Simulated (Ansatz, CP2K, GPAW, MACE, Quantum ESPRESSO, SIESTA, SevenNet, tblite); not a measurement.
**A faulty CP2K run on Ta2H10C4Cl8O3 (P2_1/c) (108 atoms)**

Program: CP2K 2026.2, a calculation on a cell of 8 Ta, 40 H, 16 C, 32 Cl and 12 O, 15.5 Å³ an atom.

File input.inp:

```
&GLOBAL
  PROJECT cell
  RUN_TYPE ENERGY_FORCE
  PRINT_LEVEL LOW
&END GLOBAL
&FORCE_EVAL
  METHOD QS
  STRESS_TENSOR ANALYTICAL
  &DFT
    BASIS_SET_FILE_NAME BASIS_MOLOPT_UZH
    POTENTIAL_FILE_NAME POTENTIAL_UZH
    &MGRID
      CUTOFF 600
      REL_CUTOFF 50
      NGRIDS 5
    &END MGRID
    &QS
      EPS_DEFAULT 1.0E-12
    &END QS
    &SCF
      SCF_GUESS ATOMIC
      EPS_SCF 1.0E-06
      MAX_SCF 25
      ADDED_MOS 52
      &DIAGONALIZATION
        ALGORITHM STANDARD
      &END DIAGONALIZATION
      &SMEAR ON
        METHOD FERMI_DIRAC
        ELECTRONIC_TEMPERATURE [K] 580
      &END SMEAR
      &MIXING
        METHOD BROYDEN_MIXING
        ALPHA 0.15
        NBROYDEN 8
      &END MIXING
      &PRINT
        &RESTART OFF
        &END RESTART
      &END PRINT
    &END SCF
    &XC
      &XC_FUNCTIONAL PBE
      &END XC_FUNCTIONAL
    &END XC
    &PRINT
      &MULLIKEN ON
      &END MULLIKEN
      &HIRSHFELD ON
        SHAPE_FUNCTION DENSITY
      &END HIRSHFELD
      &MO ON
        EIGENVALUES T
        OCCUPATION_NUMBERS T
        MO_INDEX_RANGE 241 264
        &EACH
          QS_SCF 0
        &END EACH
        ADD_LAST NUMERIC
      &END MO
    &END PRINT
  &END DFT
  &SUBSYS
    &CELL
      A 6.63880 0.00000 0.00000
      B 0.00000 26.00830 0.00000
      C -4.37581 0.00000 9.71248
    &END CELL
    &COORD
      Ta 4.16920 44.00063 2.97054
      Ta 4.08944 19.27924 6.09250
      Ta 0.23818 5.32419 15.34073
      Ta -0.09253 29.88339 12.17307
      Ta 2.25800 42.24408 9.61567
      Ta -2.01180 17.61558 17.79609
      Ta 2.11191 6.83647 8.62256
      Ta 6.27423 31.68908 0.39919
      H 3.29617 48.84907 10.91511
      H -3.22588 24.20288 16.50840
[... 94 atom lines left out ...]
      O 1.20580 41.22721 13.61182
      O -1.10734 16.81349 13.71130
      O 3.13533 7.76291 4.63210
      O 5.32274 32.33636 4.57722
    &END COORD
    &KIND Ta
      BASIS_SET DZVP-MOLOPT-PBE-GTH-q13
      POTENTIAL GTH-PBE-q13
    &END KIND
    &KIND H
      BASIS_SET DZVP-MOLOPT-PBE-GTH-q1
      POTENTIAL GTH-PBE-q1
    &END KIND
    &KIND C
      BASIS_SET DZVP-MOLOPT-PBE-GTH-q4
      POTENTIAL GTH-PBE-q4
    &END KIND
    &KIND Cl
      BASIS_SET DZVP-MOLOPT-PBE-GTH-q7
      POTENTIAL GTH-PBE-q7
    &END KIND
    &KIND O
      BASIS_SET DZVP-MOLOPT-PBE-GTH-q6
      POTENTIAL GTH-PBE-q6
    &END KIND
  &END SUBSYS
  &PRINT
    &FORCES ON
    &END FORCES
    &STRESS_TENSOR ON
    &END STRESS_TENSOR
  &END PRINT
&END FORCE_EVAL
```

Command:

```console
> OMP_NUM_THREADS=1 mpirun -np 4 cp2k.psmp -i input.inp > output.txt
```

Numbers of over 12 decimals in the logs are rounded to 6 here.

Log:

```text
CP2K| version string:                                       CP2K version 2026.2
 CP2K| Input file name                                                 input.inp
 GLOBAL| Basis set file name                                    BASIS_MOLOPT_UZH
 GLOBAL| Potential file name                                       POTENTIAL_UZH
 GLOBAL| Run type                                                   ENERGY_FORCE
 GLOBAL| Total number of message passing processes                             4
 GLOBAL| Number of threads for this process                                    1
 TOTAL NUMBERS AND MAXIMUM NUMBERS
  Total number of            - Atomic kinds:                                   5
                             - Atoms:                                        108
                             - Shell sets:                                   108
                             - Shells:                                       484
                             - Primitive Cartesian functions:                516
                             - Cartesian basis functions:                   1288
[... lines left out ...]
                        Smear method:                                FERMI_DIRAC
[... lines left out ...]
                        Electronic temperature [a.u.]:                  1.84E-03
                        Accuracy threshold:                             1.00E-10
 Extrapolation method: initial_guess
 Number of electrons:                                                        504
 Number of occupied orbitals:                                                252
 Number of molecular orbitals:                                               304
 Number of orbital functions:                                               1188
 Number of independent orbital functions:                                   1188
 SCF WAVEFUNCTION OPTIMIZATION
  Step     Update method      Time    Convergence         Total energy    Change
     1 NoMix/Diag. 0.15E+00    3.7    15.61807783     -1220.7867660154 -1.22E+03
     2 Broy./Diag. 0.15E+00    5.9     6.49048684     -1150.1838005368  7.06E+01
     3 Broy./Diag. 0.15E+00    5.9     1.81606600     -1175.4392106524 -2.53E+01
     4 Broy./Diag. 0.15E+00    5.9     1.45072450     -1190.0962159552 -1.47E+01
[...]
24 Broy./Diag. 0.15E+00    6.0     0.00019555     -1206.9674453748 -5.43E-04
    25 Broy./Diag. 0.15E+00    6.0     0.00008207     -1206.9679980734 -5.53E-04
  Leaving inner SCF loop after reaching    25 steps.
  Electronic density on regular grids:       -503.9999999997        0.0000000003
  Core density on regular grids:              503.9999999996       -0.0000000004
  Total charge density on r-space grids:       -0.0000000001
  Total charge density g-space grids:          -0.0000000001
  Overlap energy of the core charge distribution:              10.346067
  Self energy of the core charge distribution:              -2539.605007
  Core Hamiltonian energy:                                    663.595725
  Hartree energy:                                             894.416354
  Exchange-correlation energy:                               -235.704083
  Electronic entropic energy:                                  -0.017053
  Fermi energy:                                                 0.096855
  Total energy:                                             -1206.967998
  Total energy (extrapolated to T->0):                      -1206.959471
 *   ___                                                                       *
 *  /   \                                                                      *
 * [ABORT]                                                                     *
 *  \___/     SCF run NOT converged. To continue the calculation regardless,   *
 *    |             please set the keyword IGNORE_CONVERGENCE_FAILURE.         *
 *  O/|                                                                        *
 * /| |                                                                        *
```

Elapsed: 2.6 min, on 4 MPI ranks of Arm Neoverse V1, shared host; peak memory 5.4 GiB.

Banners, paths, timers and routine set-up lines are dropped from the logs unmarked, and long logs keep their key lines alone; longer cuts are marked.

Q: Name the fault.

Coordinates in bohr read as angstrom: coordinates scaled by 1.8897. Mend: give the lengths in ångström, or name the unit.

The run ended unconverged.

[Also dropped from logs without a mark: logging warnings of Python, and SIESTA's first energy breakdown and zero terms.]

[Logs are printed without paths, hosts, clocks, repeated set-up lines and the standing remarks that a program may print on its own settings, such as how far it seeks lower states.]

[Hosts, paths, dates, database ids (printed as entryN), source tags and the programs' standing remarks are cut or masked in the printed files.]
